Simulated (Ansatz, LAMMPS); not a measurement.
**Structural relaxation of 47In2O3-53ZnO (mol %) with crystalline order left by the classical run (65 atoms)**

How does 47In2O3-53ZnO (mol %) with crystalline order left by the classical run (65 atoms) relax, and what do bonds, charges and levels look like afterwards?

Method: Kohn-Sham DFT, PBE, PAW (set soft_2), plane waves, in Ansatz 0.2.0.

## 1. Set-up

The cell holds 65 atoms: 18 In, 10 Zn and 37 O. Its edges and angles: a = 9.530 Å, b = 9.530 Å, c = 9.530 Å, α = 90.0°, β = 90.0°, γ = 90.0°. 65 atoms (18 Sc, 10 Zn, 37 O) placed at random at 4.13 g/cm³, melted at 5000 K for 10 ps at fixed volume with the Morse and Coulomb pair potential with partial charges (Pedone, Malavasi, Menziani, Cormack and Segre, J. Phys. Chem. B 110, 11780 (2006)). Quenched from 5000 K to 300 K at 30 K/ps and fixed volume, held 10 ps at zero pressure, then minimised at fixed cell. Then Sc was replaced by In and the cell scaled by 1.027 (the potential has no terms for the new elements, so the cell is a start for a DFT relaxation).

Before any run, some limits are plain. The quench rate of 30 K/ps far exceeds what a furnace or splat quench reaches, so expect more defects and frozen-in strain than in a real sample. The network of bonds at the start is that of the classical potential that made the cell.

## 2. Single point at the start

The forces at the start show how far the geometry lies from a minimum of this functional.

input.yaml

```yaml
crystal:
  lattice:
    - [9.52987, 0.0, 0.0]
    - [0.0, 9.52987, 0.0]
    - [0.0, 0.0, 9.52987]
  atoms:
    - { symbol: In, position: [0.25902, 0.79016, 0.70138] }
    - { symbol: In, position: [0.43525, 0.07116, 0.73984] }
    - { symbol: In, position: [0.02071, 0.88105, 0.41647] }
    - { symbol: In, position: [0.69807, 0.90584, 0.59994] }
    [... 55 atom lines left out ...]
    - { symbol: O, position: [0.55136, 0.23444, 0.25986] }
    - { symbol: O, position: [0.03667, 0.92463, 0.01273] }
    - { symbol: O, position: [0.11044, 0.26692, 0.59087] }
    - { symbol: O, position: [0.57662, 0.40945, 0.53471] }
    - { symbol: O, position: [0.93934, 0.16166, 0.83247] }
    - { symbol: O, position: [0.32984, 0.73575, 0.90901] }
kpoints:
  mp_grid: { grid: [2, 2, 2] }
hamiltonian:
  xc: pbe
scf:
  occupations: { method: gaussian, width: 0.025 }
output:
  forces: true
```

On the command line:

```sh
$ ansatz run input.yaml --threads 4 --pin off --max-ram 8192MiB --backend cpu --events-out ev --progress --plain --runs-dir out
```

The job ended after 55 s (4 threads of Arm Neoverse V2, shared host; peak memory 6.2 GiB; 3.7 min of CPU time).

Read from the output:

```
free energy            : -154942.7098 eV
free energy per atom   : -2383.7340 eV/atom
SCF cycles             : 10
r.m.s. force component : 0.2976 eV/Å
longest force          : 1.056 eV/Å
Fermi energy           : 7.98 eV
```

The r.m.s. force component of 0.30 eV/Å sets the starting point.

Neighbours are counted within 2.73 Å (O-In), 2.50 Å (O-Zn).

Length of the force by element and coordination:

```csv
element,coordination,atoms,mean length of the force (eV/Å),spread,least,most
In,all,18,0.390,0.180,0.0974,0.703
In,4,4,0.505,0.119,0.402,0.703
In,5,2,0.495,0.0362,0.459,0.531
In,6,12,0.334,0.185,0.0974,0.627
O,all,37,0.546,0.209,0.123,1.06
O,3,9,0.415,0.246,0.123,0.785
O,4,19,0.593,0.188,0.271,1.06
O,5,8,0.583,0.157,0.390,0.868
O,6,1,0.540,0,0.540,0.540
Zn,all,10,0.329,0.141,0.118,0.586
Zn,4,2,0.583,0.0022,0.581,0.586
Zn,5,5,0.229,0.059,0.118,0.294
Zn,6,3,0.326,0.0286,0.295,0.364
```

## 3. Relaxation

With the cell held, the atoms are moved downhill towards a nearby minimum.

input.yaml, as its differences from that of step 2:

```diff
@@ -15 +15,4 @@
   forces: true
+relax:
+  f_tol: 0.03
+  max_steps: 41
```

It took 4.7 min on 4 threads; peak memory 5.9 GiB; 18 min of CPU time.

The steps of the relaxation:

```csv
step,energy less that of the first step (eV),largest force component (eV/Å)
1,0.0000,0.7717
2,-0.6247,0.4879
3,-0.7399,0.1674
4,-0.7994,0.2094
5,-0.8397,0.0369
6,-0.8412,0.0079
```

The atoms that moved most (Å):

```csv
atom,dx,dy,dz,length
In3,0.017,-0.246,0.050,0.251
O58,0.009,0.192,-0.060,0.201
O43,0.159,-0.006,0.117,0.198
O51,0.030,-0.138,-0.105,0.177
O52,-0.082,0.140,0.069,0.176
Zn25,-0.036,0.153,0.057,0.168
Zn19,-0.013,-0.049,0.159,0.167
O41,-0.035,-0.032,0.156,0.164
```

The relaxation changed the energy by -12.9 meV/atom, and atoms moved by 0.099 Å r.m.s., 0.25 Å at most.

## 4. Distances and neighbours after relaxation

Bonds before and after, by the cutoffs listed below:

```csv
pair,bonds before,bonds after,mean before (Å),mean after (Å),spread before (Å),spread after (Å)
O-In,98,99,2.175,2.200,0.091,0.111
O-Zn,51,50,2.159,2.118,0.123,0.116
```

Density 6.36 g/cm³, 13.32 Å³ an atom.

g(r), total and by pair (bins of 0.2 Å):

```csv
r (Å),total,O-O,O-In,O-Zn,In-In,In-Zn,Zn-Zn
1.90,0.13,0.00,0.00,0.74,0.00,0.00,0.00
2.10,3.53,0.00,6.75,7.98,0.00,0.00,0.00
2.30,1.36,0.00,3.51,1.44,0.00,0.00,0.00
2.50,0.23,0.00,0.40,0.60,0.00,0.00,0.00
2.70,0.13,0.20,0.00,0.25,0.00,0.25,0.00
2.90,1.04,2.74,0.12,0.33,0.00,0.22,1.70
3.10,1.69,3.63,0.11,0.09,1.06,3.94,2.23
3.30,1.56,2.42,0.19,0.08,3.90,4.43,1.29
3.50,1.00,1.16,0.42,0.60,1.36,2.67,2.27
3.70,0.90,0.48,1.05,1.07,1.87,0.71,1.01
3.90,1.00,0.30,1.60,1.78,0.85,0.25,0.00
4.10,0.72,0.24,1.05,0.84,1.00,0.68,1.22
4.30,0.64,0.82,0.67,0.61,0.35,0.41,0.00
4.50,0.63,0.77,0.49,0.46,0.95,0.75,0.35
4.70,0.91,0.32,1.39,1.59,0.57,0.43,0.32
```

Bonds by pair of elements; cutoffs follow the first minimum of g(r), held within bounds set by covalent radii, and pairs that aren't listed don't count as bonded:

```csv
pair A-B,cutoff (Å),bonds,mean length (Å),spread (Å),shortest (Å),B about A,A about B
O-In,2.77,99,2.2,0.111,2.04,2.68,5.5
O-Zn,2.5,50,2.12,0.116,1.90,1.35,5
```

How many atoms have how many bonded neighbours:

```csv
element,mean,3,4,5,6
In,5.5,0,4,1,13
O,4.03,8,21,7,1
Zn,5,0,1,8,1
```

Bond angles, per cent of each kind in bins of 5°:

```csv
angle (°),O-In-O,In-O-Zn,O-Zn-O,In-O-In,Zn-O-Zn
70–75,0.4,0.0,0.0,0.0,0.0
75–80,10.0,0.0,1.0,0.0,0.0
80–85,17.0,8.0,10.9,1.1,15.0
85–90,14.8,12.8,26.7,5.6,15.0
90–95,11.8,16.8,12.9,18.9,20.0
95–100,7.9,14.4,8.9,25.6,15.0
100–105,7.9,13.6,9.9,11.1,5.0
105–110,3.9,6.4,7.9,0.0,0.0
110–115,3.1,4.0,1.0,3.3,10.0
115–120,2.2,5.6,0.0,7.8,0.0
120–125,0.4,0.8,1.0,3.3,5.0
125–130,1.8,1.6,0.0,5.6,0.0
130–135,0.0,0.8,0.0,1.1,0.0
135–140,0.9,0.0,1.0,0.0,0.0
140–145,0.9,0.0,0.0,2.2,0.0
145–150,0.9,0.0,1.0,0.0,0.0
150–155,0.9,2.4,2.0,3.3,0.0
155–160,1.3,2.4,2.0,2.2,0.0
160–165,3.9,2.4,3.0,3.3,10.0
165–170,3.9,0.8,5.9,2.2,0.0
170–175,4.4,6.4,4.0,2.2,0.0
175–180,1.8,0.8,1.0,1.1,5.0
```

Bond angles (no mean is given where the spread exceeds 20°):

```csv
angle,count,mean (°),spread (°)
O-In-O,229,-,-
In-O-Zn,125,-,-
O-Zn-O,101,-,-
In-O-In,90,-,-
Zn-O-Zn,20,-,-
```

Bond length by coordination (bonds to H left out):

```csv
element,coordination,atoms,mean bond length (Å)
In,4,4,2.09
In,5,1,2.18
In,6,13,2.22
O,3,8,2.08
O,4,21,2.15
O,5,7,2.26
O,6,1,2.33
Zn,4,1,2.02
Zn,5,8,2.12
Zn,6,1,2.18
```

Rings of the network by King's shortest-path rule, up to 12 atoms, one path for each pair of neighbours; H, halogens, alkali and alkaline-earth atoms are left out, and the last column divides by all other atoms, bonded or not:

```csv
ring size (atoms),rings,per network atom
4,69,1.06
6,151,2.32
8,26,0.4
```

First main peaks of g(r), for some of the pairs, lie near 3.0 Å (O-O), 2.2 Å (O-In), 2.1 Å (O-Zn), 3.3 Å (In-In) and 3.2 Å (In-Zn). With the cutoffs above, 72 % of In atoms have 6, 57 % of O atoms have 4 and 80 % of Zn atoms have 5 bonded neighbours. Rings of 6 atoms are the most common (61 % of those counted); sizes run from 4 to 8.

## 5. Single point at the relaxed geometry

One more single point at the end of the walk gives the fuller output and checks the residual forces.

input.yaml

```yaml
crystal:
  lattice:
    - [9.52987, 0.0, 0.0]
    - [0.0, 9.52987, 0.0]
    - [0.0, 0.0, 9.52987]
  atoms:
    - { symbol: In, position: [0.2555, 0.79169, 0.70544] }
    - { symbol: In, position: [0.43402, 0.07213, 0.74019] }
    - { symbol: In, position: [0.0225, 0.85527, 0.42176] }
    - { symbol: In, position: [0.69892, 0.90504, 0.60123] }
    [... 55 atom lines left out ...]
    - { symbol: O, position: [0.55336, 0.23667, 0.26204] }
    - { symbol: O, position: [0.03813, 0.93399, 0.01736] }
    - { symbol: O, position: [0.11805, 0.26788, 0.58358] }
    - { symbol: O, position: [0.57713, 0.40824, 0.53993] }
    - { symbol: O, position: [0.9444, 0.15786, 0.82431] }
    - { symbol: O, position: [0.3319, 0.73984, 0.91487] }
kpoints:
  mp_grid: { grid: [2, 2, 2] }
hamiltonian:
  xc: pbe
scf:
  occupations: { method: gaussian, width: 0.025 }
output:
  forces: true
  stress: true
  populations: true
  dos:
    method: { smearing: { sigma: 0.1 } }
    de: 0.1
    projected: { site_lists: { In: [In], O: [O], Zn: [Zn] } }
  eigenvalues: true
  write_density: true
  write_potential: true
  volumetric_format: npy
```

Wall time 1.9 min (4 threads); peak memory 6.2 GiB.

Numbers from this run:

- free energy: -154943.5511 eV
- free energy per atom: -2383.7469 eV/atom
- SCF cycles: 10
- pressure: 1.242 GPa
- r.m.s. force component: 0.002 eV/Å
- longest force: 0.00888 eV/Å
- Fermi energy: 8.001 eV
- gap (highest filled to lowest empty level): 0.5875 eV
- spilling of the projection: 0.004787

Löwdin charges by element and coordination (they lack the spilled electrons, 0.042 e an atom on average):

```csv
element,coordination,atoms,mean charge (e),spread,least,most
In,all,18,1.09,0.0508,1.01,1.18
In,4,4,1.16,0.0165,1.14,1.18
In,5,1,1.10,0,1.10,1.10
In,6,13,1.07,0.0372,1.01,1.12
O,all,37,-0.858,0.0655,-1.01,-0.737
O,3,8,-0.793,0.0566,-0.884,-0.737
O,4,21,-0.871,0.0479,-0.948,-0.799
O,5,7,-0.895,0.0736,-1.01,-0.805
O,6,1,-0.841,0,-0.841,-0.841
Zn,all,10,1.49,0.0081,1.48,1.50
Zn,4,1,1.48,0,1.48,1.48
Zn,5,8,1.49,0.0077,1.48,1.50
Zn,6,1,1.49,0,1.49,1.49
```

Density of states as counts of states in windows of 1 eV (from the Fermi level), total and the larger projections:

```csv
from (eV),to (eV),total,O p,Zn d,In s,In d
-14,-13,49.9,1.2,0.0,0.0,48.3
-13,-12,124.6,1.8,0.1,0.2,118.1
-12,-11,5.6,0.1,0.0,0.0,4.6
-11,-7,0.0,0.0,0.0,0.0,0.0
-7,-6,8.3,4.0,1.9,1.8,0.1
-6,-5,57.8,18.7,31.3,3.9,0.4
-5,-4,73.0,17.7,48.0,2.8,0.4
-4,-3,38.9,22.8,8.4,1.3,0.4
-3,-2,45.1,35.1,3.6,0.6,0.5
-2,-1,56.9,49.6,2.9,0.2,0.8
-1,0,42.2,37.2,3.2,0.1,0.5
0,1,0.3,0.0,0.0,0.1,0.0
1,2,1.5,0.5,0.0,0.5,0.0
2,3,3.9,1.3,0.0,1.2,0.0
3,4,8.1,2.5,0.0,2.9,0.0
4,5,17.1,4.7,0.0,6.4,0.0
```

Between -19 and -14 eV lie 74 more states.

The levels nearest the highest filled one (over half full), pooled over k-points and spins:

```csv
level less the highest filled one (eV),occupation
-0.0298,2
-0.0159,2
-0.0065,2
-0.0056,2
-0.0013,2
0,2
0.588,0
1.88,0
1.91,0
1.91,0
2.02,0
2.04,0
```

Mean Löwdin charges: In +1.09, O -0.86, Zn +1.49 e (they miss 0.48 % of the electrons, so they add up to more than the cell's charge). The largest share in the top eV of filled states is O p (90 % of the projected weight), and in the lowest eV of empty states In s (45 % of the projected weight).

## 6. What came out

| Quantity | Value |
| --- | --- |
| energy change in the relaxation | -12.94 meV/atom |
| r.m.s. displacement | 0.099 Å |
| largest displacement | 0.251 Å |
| free energy per atom | -2383.7469 eV/atom |
| pressure | 1.242 GPa |
| r.m.s. force component | 0.002 eV/Å |
| gap (highest filled to lowest empty level) | 0.5875 eV |
| wall time of the 3 DFT runs | 7.5 min |

**Reading.** Relaxation lowers the energy by 12.9 meV/atom and moves atoms by 0.099 Å r.m.s.; the r.m.s. force component goes from 0.30 to 0.002 eV/Å. By the final cutoffs 2 of 149 bonded pairs parted and 2 joined. From the first step to the last the energy fell by 0.841 eV, and the largest move was 0.25 Å (In3). The O-Zn bonds change most in mean length: from 2.159 Å (spread 0.123) to 2.118 Å (spread 0.116), and their number from 51 to 50. With the cutoffs above, 72 % of In atoms have 6, 57 % of O atoms have 4 and 80 % of Zn atoms have 5 bonded neighbours. Between filled and empty levels lie 0.588 eV (on the run's k-points); a semilocal functional tends to put such gaps too low. In a disordered cell it changes from sample to sample, and tail or defect levels can set it.

Caveats: The network of bonds at the start is that of the classical potential that made the cell; in DFT 2 of its 149 bonded pairs passed out of the cutoffs and 2 came within them.

[Logs are printed without paths, hosts, clocks, repeated set-up lines and the standing remarks that a program may print on its own settings, such as how far it seeks lower states.]

[Hosts, paths, dates, database ids (printed as entryN), source tags and the programs' standing remarks are cut or masked in the printed files.]
